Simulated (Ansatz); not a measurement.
# Quasiparticle gap of Li2MgGeS4 (stannite) (I-42m)

How far does one-shot GW move the PBEsol gap of Li2MgGeS4 (stannite) (I-42m)?

Program: Ansatz 0.2.0. Level of theory: PBEsol, then G0W0 on it, plane waves, PAW. Results are calculated unless marked as measured.

The structure was built from a prototype and need not be the compound's stable phase.

## (1) Starting point

The structure is tetragonal, space group I-42m (No. 121). The conventional cell has a = 5.148 Å, b = 5.148 Å, c = 10.296 Å, α = 90.00°, β = 90.00°, γ = 90.00°. Nearest to Li lie 4 S at 2.21 Å. Mg has 4 S at 2.22 Å nearest. Ge has 4 S at 2.28 Å nearest. Nearest to S lie 2 Li at 2.21 Å and 1 Mg at 2.22 Å and 1 Ge at 2.28 Å. It derives from Ge1Li2Mg1S4. Farther neighbours and most contacts between anions are not listed.

The start is a generated structure, not a measured one. The default PAW set here is soft_2. Its files were made with PBE.

## (2) Relaxation

The structure is relaxed first.

This step: DFT, PBEsol, plane waves, PAW.

input.yaml reads:

```yaml
crystal:
  lattice:
    - [-2.5739429701, 2.5739429701, 5.1478859402]
    - [2.5739429701, -2.5739429701, 5.1478859402]
    - [2.5739429701, 2.5739429701, -5.1478859402]
  atoms:
    - { symbol: Li, position: [0.75, 0.25, 0.5] }
    - { symbol: Li, position: [0.25, 0.75, 0.5] }
    - { symbol: Mg, position: [0.0, 0.0, 0.0] }
    - { symbol: Ge, position: [0.5, 0.5, 0.0] }
    - { symbol: S, position: [0.883, 0.883, 0.51] }
    - { symbol: S, position: [0.117, 0.627, 0.0] }
    - { symbol: S, position: [0.627, 0.117, 0.0] }
    - { symbol: S, position: [0.373, 0.373, 0.49] }
kpoints:
  mp_grid: { grid: [6, 6, 6] }
hamiltonian:
  xc: pbesol
scf:
  occupations: { method: fermi_dirac, width: 0.02 }
relax:
  f_tol: 0.01
  max_steps: 100
  cell: {}
```

Run with:

```bash
ansatz run input.yaml --threads 4 --pin off --max-ram 17510MiB --backend cpu --events-out ev --progress --plain --runs-dir out
```

Numbers of over 12 decimals in the logs are rounded to 6 here.

What it wrote:

```text
Engine: ansatz 0.2.0, aarch64-unknown-linux-gnu
Pseudopotentials: kind: paw
Pseudopotential: Li, paw, valence charge 3, recommended cutoff 420 eV (normal), Li.paw.azcp
Pseudopotential: Mg, paw, valence charge 10, recommended cutoff 420 eV (normal), Mg.paw.azcp
Pseudopotential: Ge, paw, valence charge 14, recommended cutoff 420 eV (normal), Ge.paw.azcp
Pseudopotential: S, paw, valence charge 6, recommended cutoff 420 eV (normal), S.paw.azcp
Functional definition: PBEsol
  exchange = pbesol_x
  correlation = pbesol_c
Crystal: 8 atoms, lattice volume = 136.423 Å³
Basis set: ecut = 420 eV, 2665 PW (Γ), exchange–correlation on 90×90×90 points (8 copies of the dense FFT grid, shifted against one another)
Bands: 35, of which v1, the nominal top of the filled ones, is band 27 counted from 1 (26 counted from 0)
Symmetry: 8 space group operations
Space group: I-42m (ITA 121), of the structure as read, at distance tolerance 5.1e-5 Å
k-points: 30 of 216 (time reversal used)
Non-local potential: Li, projectors of the file, l = 0: 3, l = 1: 2, l = 2: 1
Non-local potential: Mg, projectors of the file, l = 0: 3, l = 1: 2, l = 2: 1
Non-local potential: Ge, projectors of the file, l = 0: 2, l = 1: 2, l = 2: 3, l = 3: 1
Non-local potential: S, projectors of the file, l = 0: 2, l = 1: 2, l = 2: 2
PAW form: soft (Blöchl's): semilocal exchange-correlation on the pseudo side does not see the compensation charge
PAW frozen core: Mg, regenerated for the run's functional, and the local potential with it (the file was generated under x = pbe(κ = 0.804, μ = 0.219515), c = pbe(β = 0.066725))
PAW frozen core: Ge, regenerated for the run's functional, and the local potential with it (the file was generated under x = pbe(κ = 0.804, μ = 0.219515), c = pbe(β = 0.066725))
PAW frozen core: S, regenerated for the run's functional, and the local potential with it (the file was generated under x = pbe(κ = 0.804, μ = 0.219515), c = pbe(β = 0.066725))
PAW one-centre angular grid: Li, 110 points (default); XC on 64 Gauss nodes
PAW one-centre angular grid: Mg, 110 points (default); XC on 64 Gauss nodes
PAW one-centre angular grid: Ge, 590 points (default); XC on 64 Gauss nodes
PAW one-centre angular grid: S, 110 points (default); XC on 64 Gauss nodes
Initial density: superposition of atomic densities (neutral atoms: chi_scale 0, normalization atom), corrected by the library's trained network
Initial wavefunctions: pseudopotential atomic-orbital guess
Functional: x = pbesol(κ = 0.804, μ = 0.123457), c = pbesol(β = 0.046)
SCF iter   1: F=—  HF=-10117.987949 eV  |F-HF|=—  |Δ(HF+E_count)|=         —  Δρ=3.97e-3  dr2=2.82e-2  ethr=1.77e-3  ⟨swp⟩=6.9  Hψ=4924  notcnv=0  defer=3
preconditioner: auto → Resta (q_TF=auto, 2.338 Å⁻¹)  ε∞=4.0  [insulator: Δε(μ)=1.841 eV  Ē_g=10.360 eV  σ=0.020 eV  W_gap=1.00  n_scr=30 (ndim 8)  ℏωp=18.0 eV  f_vac=0.001  D(μ)=0.00/eV (n_scr^D=0)  ε∞_Penn≈4.0]
SCF iter   2: F=—  HF=-10117.977993 eV  |F-HF|=—  |Δ(HF+E_count)|=   9.96e-3  Δρ=1.75e-3  dr2=5.15e-3  ethr=5.22e-5  ⟨swp⟩=2.7  Hψ=2090  notcnv=0  defer=120
SCF iter   3: F=—  HF=-10117.976808 eV  |F-HF|=—  |Δ(HF+E_count)|=   1.19e-3  Δρ=3.81e-4  dr2=2.26e-4  ethr=9.53e-6  ⟨swp⟩=2.0  Hψ=1722  notcnv=0  defer=120
SCF iter   4: F=—  HF=-10117.976865 eV  |F-HF|=—  |Δ(HF+E_count)|=   5.73e-5  Δρ=1.21e-4  dr2=1.91e-5  ethr=4.19e-7  ⟨swp⟩=2.8  Hψ=1846  notcnv=0  defer=120
SCF iter   5: F=—  HF=-10117.976874 eV  |F-HF|=—  |Δ(HF+E_count)|=   8.94e-6  Δρ=4.39e-5  dr2=2.76e-6  ethr=3.54e-8  ⟨swp⟩=2.4  Hψ=1651  notcnv=0  defer=120
SCF iter   6: F=—  HF=-10117.976876 eV  |F-HF|=—  |Δ(HF+E_count)|=   2.01e-6  Δρ=1.55e-5  dr2=3.08e-7  ethr=5.11e-9  ⟨swp⟩=2.0  Hψ=1592  notcnv=0  defer=120
SCF iter   7: F=-10117.976876 eV  HF=-10117.976876 eV  |F-HF|=2.29e-8  |Δ(HF+E_count)|=   4.21e-7  Δρ=3.88e-6  dr2=2.02e-8  ethr=1.85e-10  ⟨swp⟩=4.0  Hψ=3420  notcnv=0
SCF 1 converged in 7 iterations: F = -10117.976876 eV  dr2 = 2.02e-8
  greatest PAW one-centre occupation: 1.000 electrons in one spin orbital (limit 2), on the Li atom at site 1 (counted from 0), in its partial waves of l = 0
relax step   1: F+E_penalty+E_count = -10117.97687623 eV  Δ(F+E_penalty+E_count) = +0.000e0 eV  max|allowed force component| = 1.568e0 eV/Å  Δτ_max = 0.0000 Å  P = +10.947 GPa  Ω = 136.423 Å³  (7 SCF iters, dr2 threshold 1.00e-7 eV, accepted)
[... from here on, the SCF cycles and remarks between the steps are left out ...]
relax step   2: F+E_penalty+E_count = -10119.09283569 eV  Δ(F+E_penalty+E_count) = -1.116e0 eV  max|allowed force component| = 6.334e-1 eV/Å  Δτ_max = 0.0967 Å  P = +4.514 GPa  Ω = 148.027 Å³  energy of the carried Pulay correction = -7.578e-4 eV  (7 SCF iters, dr2 threshold 8.00e-7 eV, accepted)
relax step   3: F+E_penalty+E_count = -10119.40620162 eV  Δ(F+E_penalty+E_count) = -3.134e-1 eV  max|allowed force component| = 1.896e-1 eV/Å  Δτ_max = 0.0803 Å  P = +1.313 GPa  Ω = 159.064 Å³  energy of the carried Pulay correction = -1.424e-3 eV  (7 SCF iters, dr2 threshold 8.00e-7 eV, accepted)
relax step   4: F+E_penalty+E_count = -10119.42544365 eV  Δ(F+E_penalty+E_count) = -1.924e-2 eV  max|allowed force component| = 4.131e-2 eV/Å  Δτ_max = 0.0129 Å  P = -0.004 GPa  Ω = 162.259 Å³  energy of the carried Pulay correction = -1.607e-3 eV  (6 SCF iters, dr2 threshold 8.00e-7 eV, accepted)
relax step   5: F+E_penalty+E_count = -10119.42608783 eV  Δ(F+E_penalty+E_count) = -6.442e-4 eV  max|allowed force component| = 3.590e-3 eV/Å  Δτ_max = 0.0050 Å  P = +0.013 GPa  Ω = 162.453 Å³  energy of the carried Pulay correction = -1.618e-3 eV  (5 SCF iters, dr2 threshold 1.07e-7 eV, accepted)
relax step   6: F+E_penalty+E_count = -10119.43010888 eV  Δ(F+E_penalty+E_count) = -4.021e-3 eV  max|allowed force component| = 3.065e-3 eV/Å  Δτ_max = 0.0000 Å  P = +0.059 GPa  Ω = 162.453 Å³  stress off target by 8.49e-2 GPa  SCF on the basis re-selected at this cell (its energy is not comparable with the rows above)  (8 SCF iters)
relax step   7: F+E_penalty+E_count = -10119.43016392 eV  Δ(F+E_penalty+E_count) = -5.504e-5 eV  max|allowed force component| = 1.479e-3 eV/Å  Δτ_max = 0.0009 Å  P = +0.003 GPa  Ω = 162.664 Å³  energy of the carried Pulay correction = -1.169e-5 eV  (4 SCF iters, dr2 threshold 1.80e-8 eV, accepted)
relax step   8: F+E_penalty+E_count = -10119.43017517 eV  Δ(F+E_penalty+E_count) = -1.125e-5 eV  max|allowed force component| = 1.486e-3 eV/Å  Δτ_max = 0.0000 Å  P = +0.003 GPa  Ω = 162.664 Å³  stress off target by 2.10e-2 GPa  SCF on the basis re-selected at this cell (its energy is not comparable with the rows above)  (5 SCF iters)
basis re-selected at this cell: Δ(F+E_penalty+E_count) = -1.125e-5 eV, ΔP = -0.000 GPa vs the last step (what re-selecting the basis moved, of the pressure what is left beyond the Pulay correction that the steps carried, after the strain that the cell walked since its last selection, with what the two solves' SCF thresholds leave and, on support functions, any second-order correction that the steps lacked; it is no m [...]
SCF converged after 5 iterations
Free energy (F): -10119.430175 eV
Harris-Foulkes:  -10119.430175 eV  (|F-HF|=4.18e-11)
Internal energy: -10119.430175 eV  (E = F + TS)
E sigma→0 (E₀):  -10119.430175 eV
Fermi energy:    4.629500 eV
--- Per-component energies (eV) ---
  E_band       = -768.719169
  E_kinetic    = 660.743765
  E_local      = -5610.002810  (includes V_loc(G=0)·N_el)
  E_nonlocal   = 566.873130
  E_hartree    = 2240.823103
  E_xc         = -510.354808
  E_vxc        = -480.311409  (∫ρ·V_xc dr)
  E_paw        = -4639.045471  (= ΣΔE_a)
  E_vpaw       = -387.668492  (= ΣTr[D̂ρ^β])
  E_aug_tail   = 0.000300  (compensation charges beyond the density's cutoff)
  E_ewald      = -2829.691980
  E_core_change = 1.224596  (= ΣΔE_core)
  E_smearing   = -0.000000  (= −TS)
  E_closure    = 0.000000  (closes the sum)
  Σ components = -10119.430175   (vs F -10119.430175, Δ=0.00e0)
--- Forces (eV/Å), atoms counted from 1 ---
  atom   1  Li    -0.00000000    -0.00000000    -0.00000000
  atom   2  Li    -0.00000000     0.00000000    -0.00000000
  atom   3  Mg     0.00000000    -0.00000000    -0.00000000
  atom   4  Ge     0.00000000     0.00000000     0.00000000
  atom   5  S      0.00126123     0.00126123    -0.00148612
  atom   6  S      0.00126123    -0.00126123     0.00148612
  atom   7  S     -0.00126123     0.00126123     0.00148612
  atom   8  S     -0.00126123    -0.00126123    -0.00148612
  max |Σ_I F_I| component: 6.51e-18 eV/Å
--- Stress (GPa, compression-positive) ---
       -0.005416       0.000000       0.000000
        0.000000      -0.005416      -0.000000
        0.000000      -0.000000       0.020998
  P = ⅓ Tr σ = 0.0034 GPa (0.034 kbar)
--- Relaxed structure (6 steps of the walk, 6 accepted, 2 SCFs on fresh bases) ---
  F+E_penalty+E_count = -10119.43017517 eV   max|allowed force component| = 1.486e-3 eV/Å   (the final SCF, on the basis selected at the relaxed cell)
  cell:  # Å, volume = 162.6639 Å³
    - [-2.718094, 2.718094, 5.504299]
    - [2.718094, -2.718094, 5.504299]
    - [2.718094, 2.718094, -5.504299]
  atoms:
    - { symbol: Li, position: [0.75, 0.25, 0.5] }
    - { symbol: Li, position: [0.25, 0.75, 0.5] }
    - { symbol: Mg, position: [2.0929482926065125e-19, 7.147615867203381e-19, 5.054667574596869e-19] }
    - { symbol: Ge, position: [0.5, 0.5, 5.054667574596861e-19] }
    - { symbol: S, position: [0.853383, 0.853383, 0.461717] }
    - { symbol: S, position: [0.146617, 0.608334, 0.0] }
    - { symbol: S, position: [0.608334, 0.146617, 0.0] }
    - { symbol: S, position: [0.391666, 0.391666, 0.538283] }
```

It took 43 s on 4 threads of Arm Neoverse N1, shared host; peak memory 0.55 GiB; 2.7 min of CPU time.

The steps of the relaxation:

| step | energy less that of the first step (eV) | largest force component (eV/Å) | pressure (GPa) | volume (Å³) |
| --- | --- | --- | --- | --- |
| 1 | 0.0000 | 1.5677 | 10.95 | 136.42 |
| 2 | -1.1160 | 0.6334 | 4.51 | 148.03 |
| 3 | -1.4293 | 0.1896 | 1.31 | 159.06 |
| 4 | -1.4486 | 0.0413 | 0.00 | 162.26 |
| 5 | -1.4492 | 0.0036 | 0.01 | 162.45 |
| 6* | -1.4532 | 0.0031 | 0.06 | 162.45 |
| 7 | -1.4533 | 0.0015 | 0.00 | 162.66 |
| 8* | -1.4533 | 0.0015 | 0.00 | 162.66 |

Relaxation steps marked * repeat the geometry before them on a plane-wave basis chosen anew for their cell, so energy and pressure can jump there.

Forces are held to the 8 operations that the run works with; a distortion that breaks them can't arise in this run.

| conventional cell, symmetrised | before | after | change |
| --- | --- | --- | --- |
| a (Å) | 5.148 | 5.436 | +5.6 % |
| b (Å) | 5.148 | 5.436 | +5.6 % |
| c (Å) | 10.296 | 11.009 | +6.9 % |
| volume (Å³/atom) | 17.05 | 20.33 | +19.2 % |

The atoms that moved most (Å, as changes of fractional coordinates times the final cell):

```
atom      dx      dy      dz  length
  S5  -0.131  -0.131  -0.060   0.195
  S6  -0.131   0.131   0.060   0.195
  S7   0.131  -0.131   0.060   0.195
  S8   0.131   0.131  -0.060   0.195
```

The relaxed structure:

```cif
data_structure
_symmetry_space_group_name_H-M 'P 1'
_symmetry_Int_Tables_number 1
_cell_length_a 6.7137
_cell_length_b 6.7137
_cell_length_c 6.7137
_cell_angle_alpha 132.235
_cell_angle_beta 132.235
_cell_angle_gamma 69.858
_cell_volume 162.66
loop_
_atom_site_label
_atom_site_type_symbol
_atom_site_fract_x
_atom_site_fract_y
_atom_site_fract_z
_atom_site_occupancy
Li1 Li 0.75000 0.25000 0.50000 1
Li2 Li 0.25000 0.75000 0.50000 1
Mg3 Mg 0.00000 0.00000 0.00000 1
Ge4 Ge 0.50000 0.50000 0.00000 1
S5 S 0.85338 0.85338 0.46172 1
S6 S 0.14662 0.60833 0.00000 1
S7 S 0.60833 0.14662 0.00000 1
S8 S 0.39167 0.39167 0.53828 1
```

## (3) The PBEsol band structure

Levels along a band path and on the mesh show where this functional puts the band edges.

input.yaml reads:

```yaml
crystal:
  lattice:
    - [-2.7180944902, 2.7180944902, 5.5042990216]
    - [2.7180944902, -2.7180944902, 5.5042990216]
    - [2.7180944902, 2.7180944902, -5.5042990216]
  atoms:
    - { symbol: Li, position: [0.75, 0.25, 0.5] }
    - { symbol: Li, position: [0.25, 0.75, 0.5] }
    - { symbol: Mg, position: [0.0, 0.0, 0.0] }
    - { symbol: Ge, position: [0.5, 0.5, 0.0] }
    - { symbol: S, position: [0.8533830743, 0.8533830743, 0.4617170967] }
    - { symbol: S, position: [0.1466169257, 0.6083340224, 0.0] }
    - { symbol: S, position: [0.6083340224, 0.1466169257, 0.0] }
    - { symbol: S, position: [0.3916659776, 0.3916659776, 0.5382829033] }
kpoints:
  mp_grid: { grid: [6, 6, 6] }
  band_path:
    path:
      - [[0.0, 0.0, 0.0], [0.0, 0.0, 0.5], [0.25, 0.25, 0.25], [0.0, 0.5, 0.0], [0.0, 0.0, 0.0], [0.5, 0.5, -0.5], [0.3125, 0.6875, -0.3125]]
      - [[-0.3125, 0.3125, 0.3125], [0.0, 0.0, 0.0]]
      - [[0.0, 0.0, 0.5], [-0.125, 0.125, 0.5]]
      - [[0.5, 0.5, -0.125], [0.5, 0.5, -0.5]]
    npoints: 10
hamiltonian:
  xc: pbesol
scf:
  occupations: { method: fermi_dirac, width: 0.02 }
  n_extra_bands: 6
output:
  eigenvalues: true
  forces: true
  stress: true
  write_density: true
  write_potential: true
  elf: true
  volumetric_format: npy
```

What it wrote:

```text
[...]
Crystal: 8 atoms, lattice volume = 162.664 Å³
Basis set: ecut = 420 eV, 3171 PW (Γ), exchange–correlation on 90×90×90 points (8 copies of the dense FFT grid, shifted against one another)
Bands: 33, of which v1, the nominal top of the filled ones, is band 27 counted from 1 (26 counted from 0)
Symmetry: 8 space group operations
[...]
k-points: 30 of 216 (time reversal used)
[...]
SCF iter   1: F=—  HF=-10119.441473 eV  |F-HF|=—  |Δ(HF+E_count)|=         —  Δρ=3.48e-3  dr2=3.11e-2  ethr=1.77e-3  ⟨swp⟩=7.2  Hψ=4586  notcnv=0  defer=1
[...]
SCF iter   7: F=-10119.430175 eV  HF=-10119.430175 eV  |F-HF|=4.88e-8  |Δ(HF+E_count)|=   1.17e-6  Δρ=4.38e-6  dr2=3.23e-8  ethr=1.85e-10  ⟨swp⟩=13.6  Hψ=7608  notcnv=0
SCF 1 converged in 7 iterations: F = -10119.430175 eV  dr2 = 3.23e-8
[...]
NSCF: frozen V_eff on 94 k-points
SCF converged after 7 iterations
Free energy (F): -10119.430175 eV
[...]
Internal energy: -10119.430175 eV  (E = F + TS)
E sigma→0 (E₀):  -10119.430175 eV
Fermi energy:    4.629515 eV
[...]
--- Forces (eV/Å), atoms counted from 1 ---
  atom   1  Li    -0.00000000    -0.00000000     0.00000000
  atom   2  Li    -0.00000000     0.00000000     0.00000000
  atom   3  Mg    -0.00000000     0.00000000    -0.00000000
  atom   4  Ge     0.00000000     0.00000000     0.00000000
  atom   5  S      0.00125718     0.00125718    -0.00148819
  atom   6  S      0.00125718    -0.00125718     0.00148819
  atom   7  S     -0.00125718     0.00125718     0.00148819
  atom   8  S     -0.00125718    -0.00125718    -0.00148819
  max |Σ_I F_I| component: 7.37e-18 eV/Å
--- Stress (GPa, compression-positive) ---
       -0.005563       0.000000       0.000000
        0.000000      -0.005563       0.000000
        0.000000      -0.000000       0.020862
  P = ⅓ Tr σ = 0.0032 GPa (0.032 kbar)
--- Band table (eV; the first three rows and the last of 30) ---
  k-point 0: bands = [... 23 lower, 2.1824, 3.1106, 3.3105, 3.3105, 5.9110, 6.6083, 8.6706, 8.6706, ... 2 higher]
  k-point 1: bands = [... 23 lower, 2.5158, 2.6132, 2.9158, 3.3043, 6.2969, 7.3727, 8.4610, 8.7278, ... 2 higher]
  k-point 2: bands = [... 23 lower, 2.4330, 2.7915, 2.8985, 3.2674, 6.2696, 8.1117, 8.7106, 8.9771, ... 2 higher]
  k-point 29: bands = [... 23 lower, 2.4320, 2.4320, 2.8441, 2.8441, 6.1563, 6.9033, 6.9033, 7.5818, ... 2 higher]
```

It took 17 s on 4 threads; peak memory 0.67 GiB.

The column dr2 measures how far the density is from self-consistency, as an energy; F and HF (Harris–Foulkes) agree once it is small.

Numbers from this step:

| Item | Value |
| --- | --- |
| pressure | 0.003245 GPa |
| filled bands | 27 |
| gap | 2.588 eV |
| valence top at | X |
| conduction bottom at | Γ |
| least direct gap | 2.594 eV |

Over mesh and path the gap is 2.588 eV, from k = (0.000, 0.000, 0.500) to k = Γ. The least direct gap found is 2.594 eV, at k = (0.000, 0.000, 0.500).

The electronic bands at the labelled points (eV, zero at the top of the highest nominally filled band):

| point | band 24 | band 25 | band 26 | band 27 | band 28 | band 29 | band 30 | band 31 |
| --- | --- | --- | --- | --- | --- | --- | --- | --- |
| Γ | -1.14 | -0.21 | -0.01 | -0.01 | 2.59 | 3.29 | 5.35 | 5.35 |
| halfway | -0.87 | -0.65 | -0.60 | -0.03 | 3.03 | 4.70 | 5.08 | 5.63 |
| X | -0.77 | -0.29 | -0.21 | 0.00 | 2.59 | 4.57 | 5.61 | 5.76 |
| halfway | -0.72 | -0.38 | -0.21 | 0.00 | 2.67 | 4.50 | 5.66 | 5.76 |
| P | -0.57 | -0.57 | -0.21 | 0.00 | 2.74 | 4.43 | 5.74 | 5.74 |
| halfway | -0.67 | -0.54 | -0.44 | -0.26 | 3.11 | 4.79 | 5.49 | 5.53 |
| N | -0.84 | -0.72 | -0.54 | -0.48 | 3.62 | 4.85 | 5.28 | 5.74 |
| halfway | -0.88 | -0.78 | -0.31 | -0.21 | 3.23 | 4.11 | 4.85 | 5.13 |
| Γ | -1.14 | -0.21 | -0.01 | -0.01 | 2.59 | 3.29 | 5.35 | 5.35 |
| halfway | -1.03 | -0.89 | -0.23 | -0.23 | 2.94 | 3.69 | 4.27 | 4.27 |
| M | -0.89 | -0.89 | -0.48 | -0.48 | 2.83 | 3.58 | 3.58 | 4.26 |
| halfway | -0.92 | -0.79 | -0.50 | -0.44 | 2.98 | 3.84 | 4.00 | 4.63 |
| S | -0.88 | -0.84 | -0.55 | -0.32 | 3.38 | 4.29 | 4.98 | 5.65 |
| jump to S0 | -0.88 | -0.84 | -0.55 | -0.32 | 3.38 | 4.29 | 4.98 | 5.65 |
| halfway | -0.77 | -0.75 | -0.52 | -0.31 | 3.40 | 4.39 | 4.94 | 5.48 |
| Γ | -1.14 | -0.21 | -0.01 | -0.01 | 2.59 | 3.29 | 5.35 | 5.35 |
| jump to X | -0.77 | -0.29 | -0.21 | 0.00 | 2.59 | 4.57 | 5.61 | 5.76 |
| halfway | -0.78 | -0.32 | -0.26 | -0.03 | 2.67 | 4.67 | 5.51 | 5.74 |
| R | -0.80 | -0.39 | -0.39 | -0.10 | 2.84 | 4.86 | 5.25 | 5.61 |
| jump to G | -0.80 | -0.39 | -0.39 | -0.10 | 2.84 | 4.86 | 5.25 | 5.61 |
| halfway | -0.87 | -0.84 | -0.58 | -0.34 | 3.04 | 4.12 | 4.29 | 4.80 |
| M | -0.89 | -0.89 | -0.48 | -0.48 | 2.83 | 3.58 | 3.58 | 4.26 |

Electrostatic potential energy in the ab plane of the cell as run, not the conventional one, at fractional z = 0.000, with atoms of Mg and Ge and S within 0.2 Å of it. With pseudopotentials it is smooth inside the atoms' cores, unlike the true potential.

Values in eV, 10 rows by 16 columns, each cell a mean:
```
-32 -26  -4   4   7   8   8   9   8   7   6   6   6   4  -3 -22
 -1  -1   2   6   7   8   8   8   9   9   9   9   8   8   6   3
 -2 -13 -12  -2   6   6   6   6   7   8   9   9   9   9   8   5
-11 -33 -27 -29 -10   0  -8 -14 -10   0   6   8   9   9   8   6
  3 -15 -27 -30 -15  -5 -22 -34 -34 -24  -4   6   8   9   9   8
  8   7   4   2   4   3  -8 -25 -32 -28 -11   3   7   8   9   9
  8   9   9   9   9   8   6   0  -7  -7   0   5   7   8   8   8
  6   7   8   9   9   9   7   0 -22 -28 -20  -3   6   7   6   6
 -5   2   6   8   9   9   8   2 -23 -28 -28 -25  -1   3  -3 -10
-34 -20   0   6   8   8   9   8   2 -13 -20 -13   0   1 -18 -35
```
Columns run along a (6.7 Å; values clipped at the 3rd and 97th percentile), rows up along b (6.7 Å). Atoms in or near the plane, at fractional coordinates: Mg at (0.00, 0.00), Ge at (0.50, 0.50), S at (0.15, 0.61), S at (0.61, 0.15).

Valence density in the ab plane of the cell as run, not the conventional one, at fractional z = 0.000, with atoms of Mg and Ge and S within 0.2 Å of it. It is the smooth field of the valence electrons, not physical close to the nuclei.

Values in e/Å³, 10 rows by 16 columns, each cell a mean:
```
10  3  0  0  0  0  0  0  0  0  0  0  0  0  0  4
 0  0  0  0  0  0  0  0  0  0  0  0  0  0  0  0
 1  1  1  1  0  0  0  0  0  0  0  0  0  0  0  0
 1  1  1  1  1  0  0  1  1  0  0  0  0  0  0  0
 0  1  1  1  1  1  1 15 23  3  0  0  0  0  0  0
 0  0  0  0  0  0  1  4 14  4  0  0  0  0  0  0
 0  0  0  0  0  0  0  0  1  1  0  0  0  0  0  0
 0  0  0  0  0  0  0  0  1  1  1  1  0  0  0  0
 0  0  0  0  0  0  0  0  1  1  1  1  1  0  0  1
15  2  0  0  0  0  0  0  0  1  1  1  0  0  1 12
```
Columns run along a (6.7 Å), rows up along b (6.7 Å). Atoms in or near the plane, at fractional coordinates: Mg at (0.00, 0.00), Ge at (0.50, 0.50), S at (0.15, 0.61), S at (0.61, 0.15).

[end of part 1 of 2]

[Paths, hosts, dates, memory and timing lines, banners, echoed tables and standing remarks are left out of the program output.]

[Logs are printed without paths, hosts, clocks, repeated set-up lines and the standing remarks that a program may print on its own settings, such as how far it seeks lower states.]

[Runs of the session that timed out or met a known fault of the program may be left out.]

[Cells called generated may have been cut or substituted from an entry of the Crystallography Open Database or the Materials Project.]

[Hosts, paths, dates, database ids (printed as entryN), source tags and the programs' standing remarks are cut or masked in the printed files.]

[Where an RPA ε∞ is given, it is that of the G0W0 mesh and is not shown converged in it. Names of k-points follow the symmetry that the program found, which can be lower than the space group named. Band edges on a path are those of the sampled points; other points can move an edge, and change direct to indirect where valleys lie close.]

[Hybrid gaps are those of their k-mesh and are not shown converged in it.]
